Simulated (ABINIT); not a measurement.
**Ga2O3 (R-3c): a self-consistent loop beyond G0W0, cycle by cycle**

Wanted: G0W0 and self-consistent gaps of Ga2O3 (R-3c), with the cost of the cycles.

Main program and level: ABINIT 10.8.3; PBE and many-body steps on it, plane waves.

**Experimental background.**

- Gap 5.6 eV: direct band-to-band gap from Tauc plot; UV-Vis absorption, Tauc plot; film (163 nm mist CVD film on c-plane sapphire) on Al2O3 (sapphire) (“Optical properties of mist CVD grown alpha-Ga2O3”, 2019, arxiv:1907.13072).

- Gap 5.3 eV: optical direct gap from Tauc plot, alpha-phase dominant buffer stack; UV-Vis transmittance, Tauc plot; film (as-grown alpha-(Al0.3Ga0.7)2O3/alpha-Ga2O3 double layer on c-plane sapphire, mist CVD, slight kappa admixture) on Al2O3 (“Controlled Crystallinity of a Sn-Doped α-Ga2O3 Epilayer Using Rapidly Annealed Double Buffer Layers”, 2024, pmc:10818942).

- Gap 5.04 eV: direct optical gap from Tauc plot; UV-vis transmittance, Tauc plot; film on Al2O3 (“Ti Alloyed α-Ga2O3: Route towards Wide Band Gap Engineering”, 2020, pmc:7766553).

- Gap 5.2 eV: optical gap from Tauc plot assuming direct gap; largest value, film grown at 250 C; UV-vis transmittance/reflectance, Tauc plot; film on c-plane sapphire (“Low temperature growth and optical properties of alpha-Ga2O3 deposited on sapphire by plasma enhanced atomic layer deposition”, 2019, arxiv:1908.06914).

- Gap 5.15 eV: optical gap from Tauc plot assuming direct gap; lower end of the 5.15-5.20 eV range for alpha-phase films; UV-vis transmittance/reflectance, Tauc plot; film on c-plane sapphire (“Low temperature growth and optical properties of alpha-Ga2O3 deposited on sapphire by plasma enhanced atomic layer deposition”, 2019, arxiv:1908.06914).

This is a selection; 1 further report is not listed.

**1. The structure**

The structure is trigonal, space group R-3c (No. 167). Conventional cell: a = 4.997 Å, b = 4.997 Å, c = 13.451 Å, α = 90.00°, β = 90.00°, γ = 120.00°. Nearest to Ga lie 6 O at 1.93 to 2.08 Å. Nearest to O lie 4 Ga at 1.93 to 2.08 Å. Farther neighbours and most contacts between anions are not listed.

The cell and positions are those that the Materials Project relaxed with its own functionals (PBE, PBE+U or r2SCAN), kept fixed. This is not the form that Ga2O3 usually takes at ambient conditions.

**2. Empty states on the mesh, 4×4×4 mesh, 182 bands**

This step: ABINIT 10.8.3; DFT, PBE, plane waves, norm-conserving pseudopotentials.

The sums over transitions need many empty states on a uniform mesh; this step solves for them.

The input, run.abi:

```
acell 3*1.0 Angstrom
rprim 
  2.498699193881 1.442624652211 4.483549768500
  -2.498699193881 1.442624652211 4.483549768500
  0.000000000000 -2.885249304422 4.483549768500
ntypat 2
znucl 31 8
natom 10
typat 1 1 1 1 2 2 2 2 2 2
xred 
  0.855585580000 0.855585580000 0.855585580000
  0.644414420000 0.644414420000 0.644414420000
  0.144414420000 0.144414420000 0.144414420000
  0.355585580000 0.355585580000 0.355585580000
  0.750000000000 0.446832820000 0.053167180000
  0.446832820000 0.053167180000 0.750000000000
  0.053167180000 0.750000000000 0.446832820000
  0.250000000000 0.553167180000 0.946832820000
  0.946832820000 0.250000000000 0.553167180000
  0.553167180000 0.946832820000 0.250000000000
pp_dirpath "pseudos"
pseudos "Ga.upf, O.upf"
ecut 45
ngkpt 4 4 4
nshiftk 1
shiftk 0 0 0
kptopt 1
chksymbreak 0
iscf -2
irdden 1
istwfk *1
nband 182
nbdbuf 16
tolwfr 1e-09
nstep 60
prtvol 0
indata_prefix "in"
outdata_prefix "out"
tmpdata_prefix "tmp"
```

Launch:

```
OMP_NUM_THREADS=1 mpirun -n 8 abinit run.abi > log
```

Numbers of over 12 decimals in the logs are rounded to 6 here.

Log:

```text
.Version 10.8.3 of ABINIT. v10.8.2 released Aug 2026.

 Symmetries : space group R-3 c (#167); Bravais hR (rhombohedral)
[... echo of the input left out ...]
== DATASET  1 ==================================================================
-   mpi_nproc: 8, omp_nthreads: 1 (-1 if OMP is not activated)
-    --> not optimal distribution: autoparal keyword recommended in input file <--

--- !DatasetInfo
iteration_state: {dtset: 1, }
dimensions: {natom: 10, nkpt: 13, mband: 182, nsppol: 1, nspinor: 1, nspden: 1, mpw: 9454, }
cutoff_energies: {ecut:  45.0, pawecutdg:  -1.0, }
[...]
2.15346    2.15689    2.22846    2.22846    2.23122    2.23772    2.24840    2.25553
   2.31951    2.32022    2.32022    2.32107    2.32107    2.32946    2.36085    2.38627
   2.38628    2.38672    2.38673    2.43723    2.44770    2.45034
 prteigrs : prtvol=0 or 1, do not print more k-points.

== END DATASET(S) ==============================================================
================================================================================

 -outvars: echo values of variables after computation  --------
            nband         182
             nkpt          13
          spgroup         167
 [... the other variables as echoed above ...]

 Calculation completed.
```

Elapsed: 1.9 min, on 8 MPI ranks of Arm Neoverse V2, shared host; peak memory 1.2 GiB.

This step gave:

- gap: 2.857 eV
- k of the valence top: 0.25, 0, 0
- k of the conduction bottom: 0, 0, 0
- least direct gap: 3.066 eV
- k points computed: 13
- lowest point of the top converged band, above the valence top: 55.0846 eV

On this mesh the gap is 2.857 eV.

The density comes from a self-consistent run that is not shown.

**3. Screening, 4×4×4 mesh, 166 bands, screening to 103.4 eV**

The RPA dielectric matrix is built and inverted for each q.

This step: RPA screening on PBE, plane waves, norm-conserving pseudopotentials.

Changes to run.abi since step 2:

```diff
@@ -28,10 +28,11 @@
 chksymbreak 0
-iscf -2
-irdden 1
 istwfk *1
-nband 182
-nbdbuf 16
-tolwfr 1e-09
-nstep 60
-prtvol 0
+occopt 1
+irdwfk 1
+optdriver 3
+nband 166
+ecuteps 3.8
+inclvkb 2
+awtr 1
+symchi 1
 indata_prefix "in"
```

Log:

```text
.Version 10.8.3 of ABINIT. v10.8.2 released Aug 2026.

 Symmetries : space group R-3 c (#167); Bravais hR (rhombohedral)
[... echo of the input left out ...]
== DATASET  1 ==================================================================
-   mpi_nproc: 8, omp_nthreads: 1 (-1 if OMP is not activated)

--- !DatasetInfo
iteration_state: {dtset: 1, }
dimensions: {natom: 10, nkpt: 13, mband: 166, nsppol: 1, nspinor: 1, nspden: 1, mpw: 9454, }
cutoff_energies: {ecut:  45.0, pawecutdg:  -1.0, }
electrons: {nelect:   1.20000000E+02, charge:   0.00000000E+00, occopt:   1.00000000E+00, tsmear:   1.00000000E-02, }

 SCREENING: Calculation of the susceptibility and dielectric matrices

 Based on a program developped by R.W. Godby, V. Olevano, G. Onida, and L. Reining.
 Incorporated in ABINIT by V. Olevano, G.-M. Rignanese, and M. Torrent.
.Using double precision arithmetic ; gwpc =  8

[... cell and pseudopotentials left out ...]
--------------------------------------------------------------------------------

 ==== K-mesh for the wavefunctions ====
 Number of points in the irreducible wedge :    13
[... list of points left out ...]
 Together with 12 symmetry operations and time-reversal symmetry
 yields    64 points in the full Brillouin Zone.

 ==== Q-mesh for the screening function ====
 Number of points in the irreducible wedge :    13
[... list of points left out ...]
 Together with 12 symmetry operations and time-reversal symmetry
 yields    64 points in the full Brillouin Zone.

 setmesh: FFT mesh size selected  =    40x   40x   40
          total number of points  =        64000

 vcoul_init : cutoff-mode = AUXILIARY_FUNCTION
 q-points for optical limit:   1
     1)      0.000010    0.000020    0.000030

- screening: taking advantage of time-reversal symmetry
- Maximum band index for partially occupied states nbvw = 60
- Remaining bands to be divided among processors   nbcw = 106
- Number of bands treated by each node ~13

 Number of electrons calculated from density =  120.0000; Expected =  120.0000
 average of density, n =  0.183377
 r_s =    1.0919
 omega_plasma =   41.3074 [eV]

 calculating chi0 at frequencies [eV] :
  1    0.000000E+00    0.000000E+00
  2    0.000000E+00    4.130738E+01

--------------------------------------------------------------------------------
  q-point number  1        q = ( 0.000000, 0.000000, 0.000000) [r.l.u.]
--------------------------------------------------------------------------------
[... chi0 elements left out ...]
 For q-point:  0.000010 0.000020 0.000030
  dielectric constant =   4.1610
  dielectric constant without local fields =   4.3380

  Average fulfillment of the sum rule on Im[epsilon] for q-point    1 :     31.03  [%]
[... wings left out ...]
  q-point number  2        q = ( 0.250000, 0.000000, 0.000000) [r.l.u.]
--------------------------------------------------------------------------------
[... chi0 elements left out ...]
  Average fulfillment of the sum rule on Im[epsilon] for q-point    2 :     37.08  [%]

 [... 11 further q-points ...]
```

Wall time 7.2 min (8 MPI ranks); peak memory 9.8 GiB; 58 min of CPU time.

This step gave:

```yaml
eps_infinity_with_local_fields_on_this_mesh_along_the_program_s_q_direction: 4.161
the_same_without_local_fields: 4.338
plasma_frequency: 41.31 eV
plane_waves_in_the_screening_matrix: 223
```

Local fields lower ε∞ by 4 %.

**4. G0W0**

The self-energy is evaluated for the states that the input lists, and the levels follow from it, in one-shot runs by the linearised quasiparticle equation.

This step: G0W0 on PBE, plane waves, norm-conserving pseudopotentials.

Changes to run.abi since step 3:

```diff
@@ -31,8 +31,17 @@
 irdwfk 1
-optdriver 3
+optdriver 4
 nband 166
+gwcalctyp 0
+ecutsigx 45
+symsigma 1
+nkptgw 2
+kptgw 
+  0.2500000000 0.0000000000 0.0000000000
+  0.0000000000 0.0000000000 0.0000000000
+bdgw 
+  59 62
+  59 62
 ecuteps 3.8
-inclvkb 2
-awtr 1
-symchi 1
+irdscr 1
+ppmodel 1
 indata_prefix "in"
```

Log:

```text
.Version 10.8.3 of ABINIT. v10.8.2 released Aug 2026.

 Symmetries : space group R-3 c (#167); Bravais hR (rhombohedral)
[... echo of the input left out ...]
== DATASET  1 ==================================================================
-   mpi_nproc: 8, omp_nthreads: 1 (-1 if OMP is not activated)

--- !DatasetInfo
iteration_state: {dtset: 1, }
dimensions: {natom: 10, nkpt: 13, mband: 166, nsppol: 1, nspinor: 1, nspden: 1, mpw: 9454, }
cutoff_energies: {ecut:  45.0, pawecutdg:  -1.0, }
electrons: {nelect:   1.20000000E+02, charge:   0.00000000E+00, occopt:   1.00000000E+00, tsmear:   1.00000000E-02, }

 SIGMA: Calculation of the GW corrections

 Based on a program developped by R.W. Godby, V. Olevano, G. Onida, and L. Reining.
 Incorporated in ABINIT by V. Olevano, G.-M. Rignanese, and M. Torrent.
.Using double precision arithmetic ; gwpc =  8

[... cell and pseudopotentials left out ...]
--------------------------------------------------------------------------------

 ==== K-mesh for the wavefunctions ====
 Number of points in the irreducible wedge :    13
[... list of points left out ...]
 Together with 12 symmetry operations and time-reversal symmetry
 yields    64 points in the full Brillouin Zone.

 ==== Q-mesh for screening function ====
 Number of points in the irreducible wedge :    13
[... list of points left out ...]
 Together with 12 symmetry operations and time-reversal symmetry
 yields    64 points in the full Brillouin Zone.

 vcoul_init : cutoff-mode = AUXILIARY_FUNCTION
 q-points for optical limit:   1
     1)      0.000010    0.000020    0.000030
 setmesh: FFT mesh size selected  =    64x   64x   64
          total number of points  =       262144

 Number of electrons calculated from density =  120.0000; Expected =  120.0000
 average of density, n =  0.183377
 r_s =    1.0919
 omega_plasma =   41.3074 [eV]

 === KS Band Gaps ===
  >>>> For spin  1
   Minimum direct gap =   3.0663 [eV], located at k-point      :   0.0000  0.0000  0.0000
   Fundamental gap    =   2.8567 [eV], Top of valence bands at :   0.2500  0.0000  0.0000
                                       Bottom of conduction at :   0.0000  0.0000  0.0000
 SIGMA fundamental parameters:
 PLASMON POLE MODEL  1
 number of plane-waves for SigmaX                 9445
 number of plane-waves for SigmaC and W            223
 number of plane-waves for wavefunctions          9445
 number of bands                                   166
 number of independent spin polarizations            1
 number of spinorial components                      1
 number of k-points in IBZ                          13
 number of q-points in IBZ                          13
 number of symmetry operations                      12
 number of k-points in BZ                           64
 number of q-points in BZ                           64
 number of frequencies for dSigma/dE                 9
 frequency step for dSigma/dE [eV]                0.25
 number of omega for Sigma on real axis              0
 max omega for Sigma on real axis  [eV]           0.00
 zcut for avoiding poles [eV]                     0.10

 EPSILON^-1 parameters (SCR file):
 dimension of the eps^-1 matrix on file            223
 dimension of the eps^-1 matrix used               223
 number of plane-waves for wavefunctions          9445
 number of bands                                   166
 number of q-points in IBZ                          13
 number of frequencies                               2
 number of real frequencies                          1
 number of imag frequencies                          1

 matrix elements of self-energy operator (all in [eV])

 Perturbative Calculation

--- !SelfEnergy_ee
iteration_state: {dtset: 1, }
kpoint     : [   0.250,    0.000,    0.000, ]
spin       : 1
KS_gap     :    4.420
QP_gap     :    6.120
Delta_QP_KS:    1.701
data: !SigmaeeData |
     Band     E0 <VxcDFT>   SigX SigC(E0)      Z dSigC/dE  Sig(E)    E-E0       E
       59   5.658 -20.749 -26.093   4.883   0.802  -0.247 -21.119  -0.370   5.288
       60   5.807 -21.052 -26.384   4.893   0.802  -0.246 -21.404  -0.352   5.455
       61  10.227 -17.562 -13.174  -2.779   0.838  -0.193 -16.213   1.349  11.575
       62  12.349 -17.167 -11.624  -3.424   0.841  -0.189 -15.385   1.782  14.131

--- !SelfEnergy_ee
iteration_state: {dtset: 1, }
kpoint     : [   0.000,    0.000,    0.000, ]
spin       : 1
KS_gap     :    3.066
QP_gap     :    4.452
Delta_QP_KS:    1.386
data: !SigmaeeData |
     Band     E0 <VxcDFT>   SigX SigC(E0)      Z dSigC/dE  Sig(E)    E-E0       E
       59   5.597 -20.672 -25.937   4.836   0.802  -0.247 -21.016  -0.344   5.253
       60   5.597 -20.672 -25.937   4.836   0.802  -0.247 -21.016  -0.344   5.253
       61   8.663 -16.165 -11.932  -3.005   0.848  -0.179 -15.123   1.042   9.705
       62  12.517 -17.532 -11.871  -3.421   0.839  -0.191 -15.652   1.880  14.397

== END DATASET(S) ==============================================================
================================================================================

 -outvars: echo values of variables after computation  --------
           etotal      0.0000000000E+00
            nband         166
             nkpt          13
          spgroup         167
 [... the other variables as echoed above ...]

 Calculation completed.
```

Wall time 19 s (8 MPI ranks); peak memory 5.3 GiB; 2.5 min of CPU time.

Numbers from this step:

| Quantity | Value |
| --- | --- |
| G0W0 gap on the points computed | 4.25 eV |
| starting gap on the mesh | 2.857 eV |
| k of the valence top | 0.25, 0, 0 |
| k of the conduction bottom | 0, 0, 0 |
| Z at the valence top | 0.802 |
| Z at the conduction bottom | 0.848 |
| least direct G0W0 gap on the computed points | 4.452 eV |

The gap on the mesh goes from 2.86 eV to 4.25 eV, a correction of +1.39 eV.

**5. evGW0, cycle 1**

This step: evGW0 on PBE, plane waves, norm-conserving pseudopotentials.

Changes to run.abi since step 4:

```diff
@@ -33,12 +33,34 @@
 nband 166
-gwcalctyp 0
+gwcalctyp 10
 ecutsigx 45
 symsigma 1
-nkptgw 2
+nkptgw 13
 kptgw 
+  0.0000000000 0.0000000000 0.0000000000
   0.2500000000 0.0000000000 0.0000000000
-  0.0000000000 0.0000000000 0.0000000000
+  0.5000000000 0.0000000000 0.0000000000
+  0.2500000000 0.2500000000 0.0000000000
+  0.5000000000 0.2500000000 0.0000000000
+  -0.2500000000 0.2500000000 0.0000000000
+  0.5000000000 0.5000000000 0.0000000000
+  0.2500000000 0.2500000000 0.2500000000
+  0.5000000000 0.2500000000 0.2500000000
+  -0.2500000000 0.2500000000 0.2500000000
+  0.5000000000 0.5000000000 0.2500000000
+  -0.2500000000 0.5000000000 0.2500000000
+  0.5000000000 0.5000000000 0.5000000000
 bdgw 
-  59 62
-  59 62
+  43 70
+  43 70
+  43 70
+  43 70
+  43 70
+  43 70
+  43 70
+  43 70
+  43 70
+  43 70
+  43 70
+  43 70
+  43 70
 ecuteps 3.8
```

Log:

```text
.Version 10.8.3 of ABINIT. v10.8.2 released Aug 2026.

 Symmetries : space group R-3 c (#167); Bravais hR (rhombohedral)
[... echo of the input left out ...]
== DATASET  1 ==================================================================
-   mpi_nproc: 8, omp_nthreads: 1 (-1 if OMP is not activated)

--- !DatasetInfo
iteration_state: {dtset: 1, }
dimensions: {natom: 10, nkpt: 13, mband: 166, nsppol: 1, nspinor: 1, nspden: 1, mpw: 9454, }
cutoff_energies: {ecut:  45.0, pawecutdg:  -1.0, }
electrons: {nelect:   1.20000000E+02, charge:   0.00000000E+00, occopt:   1.00000000E+00, tsmear:   1.00000000E-02, }

 SIGMA: Calculation of the GW corrections

 Based on a program developped by R.W. Godby, V. Olevano, G. Onida, and L. Reining.
 Incorporated in ABINIT by V. Olevano, G.-M. Rignanese, and M. Torrent.
.Using double precision arithmetic ; gwpc =  8

[... cell and pseudopotentials left out ...]
--------------------------------------------------------------------------------

 ==== K-mesh for the wavefunctions ====
 Number of points in the irreducible wedge :    13
[... list of points left out ...]
 Together with 12 symmetry operations and time-reversal symmetry
 yields    64 points in the full Brillouin Zone.

 ==== Q-mesh for screening function ====
 Number of points in the irreducible wedge :    13
[... list of points left out ...]
 Together with 12 symmetry operations and time-reversal symmetry
 yields    64 points in the full Brillouin Zone.

 vcoul_init : cutoff-mode = AUXILIARY_FUNCTION
 q-points for optical limit:   1
     1)      0.000010    0.000020    0.000030
 setmesh: FFT mesh size selected  =    64x   64x   64
          total number of points  =       262144

 Number of electrons calculated from density =  120.0000; Expected =  120.0000
[...]
spin       : 1
KS_gap     :    7.078
QP_gap     :    9.268
Delta_QP_KS:    2.190
data: !SigmaeeData |
     Band     E_DFT   <VxcDFT>   E(N-1)  <Hhartree>   SigX  SigC[E(N-1)]    Z     dSigC/dE  Sig[E(N)]  DeltaE  E(N)_pert E(N)_diago
[...]
--- !SelfEnergy_ee
iteration_state: {dtset: 1, }
kpoint     : [   0.500,    0.500,    0.500, ]
spin       : 1
KS_gap     :    6.157
QP_gap     :    8.095
Delta_QP_KS:    1.939
data: !SigmaeeData |
     Band     E_DFT   <VxcDFT>   E(N-1)  <Hhartree>   SigX  SigC[E(N-1)]    Z     dSigC/dE  Sig[E(N)]  DeltaE  E(N)_pert E(N)_diago
[...]
69    17.416   -15.267    17.416    32.683    -8.841    -4.380     0.835    -0.197   -13.558     1.708    19.125    19.462
       70    17.416   -15.267    17.416    32.683    -8.841    -4.380     0.835    -0.197   -13.558     1.708    19.125    19.462

 New Fermi energy :        2.803922E-01 Ha ,    7.629860E+00 eV

 === QP Band Gaps ===
  >>>> For spin  1
   Minimum direct gap =   4.7232 [eV], located at k-point      :   0.0000  0.0000  0.0000
   Fundamental gap    =   4.5231 [eV], Top of valence bands at :   0.2500  0.0000  0.0000
                                       Bottom of conduction at :   0.0000  0.0000  0.0000

 writing QP data on file : out_QPS

 Convergence of QP corrections
 >>>>> For spin  1 <<<<<
.  kptgw no:  1; Maximum DeltaE = (   0.000   0.000) for band index: 25
.  kptgw no:  2; Maximum DeltaE = (  -1.007   0.001) for band index: 22
.  kptgw no:  3; Maximum DeltaE = (  -0.729   0.001) for band index: 21
[...]
.  kptgw no: 12; Maximum DeltaE = (  -0.829   0.002) for band index: 21
.  kptgw no: 13; Maximum DeltaE = (  -0.861   0.003) for band index: 21

== END DATASET(S) ==============================================================
================================================================================

 -outvars: echo values of variables after computation  --------
           etotal      0.0000000000E+00
            nband         166
             nkpt          13
          spgroup         167
 [... the other variables as echoed above ...]

 Calculation completed.
```

Elapsed: 16 min, on 8 MPI ranks; peak memory 17 GiB; 2.1 h of CPU time.

This step gave:

```
quasiparticle gap on the mesh                         : 4.523 eV
gap of the density functional on the mesh             : 2.857 eV
k of the valence top                                  : 0.25, 0, 0
k of the conduction bottom                            : 0, 0, 0
Z at the valence top                                  : 0.802
Z at the conduction bottom                            : 0.848
least direct quasiparticle gap on the computed points : 4.723 eV
```

Against G0W0 in ABINIT (4×4×4 mesh, 166 bands, screening to 103.4 eV, Godby-Needs plasmon pole), the gap moves by +0.273 eV. This first cycle still uses the starting levels; it takes the full correction, at all points of the mesh, and its linearised value is 4.250 eV.

[end of part 1 of 2]

[Paths, hosts, dates, memory and timing lines, banners, echoed tables and standing remarks are left out of the program output.]

[Logs are printed without paths, hosts, clocks, repeated set-up lines and the standing remarks that a program may print on its own settings, such as how far it seeks lower states.]

[Runs of the session that timed out or met a known fault of the program may be left out.]

[Hosts, paths, dates, database ids (printed as entryN), source tags and the programs' standing remarks are cut or masked in the printed files.]

[G0W0 gaps are taken among the corrected bands and points alone; a level outside them can change the order at an edge.]

[Where Ansatz stands beside ABINIT at settings called matched, ABINIT's density can come from a denser mesh and the files from another edition; pairs whose starting gaps differed by over 0.03 eV were left out, so agreement reads better than it is.]
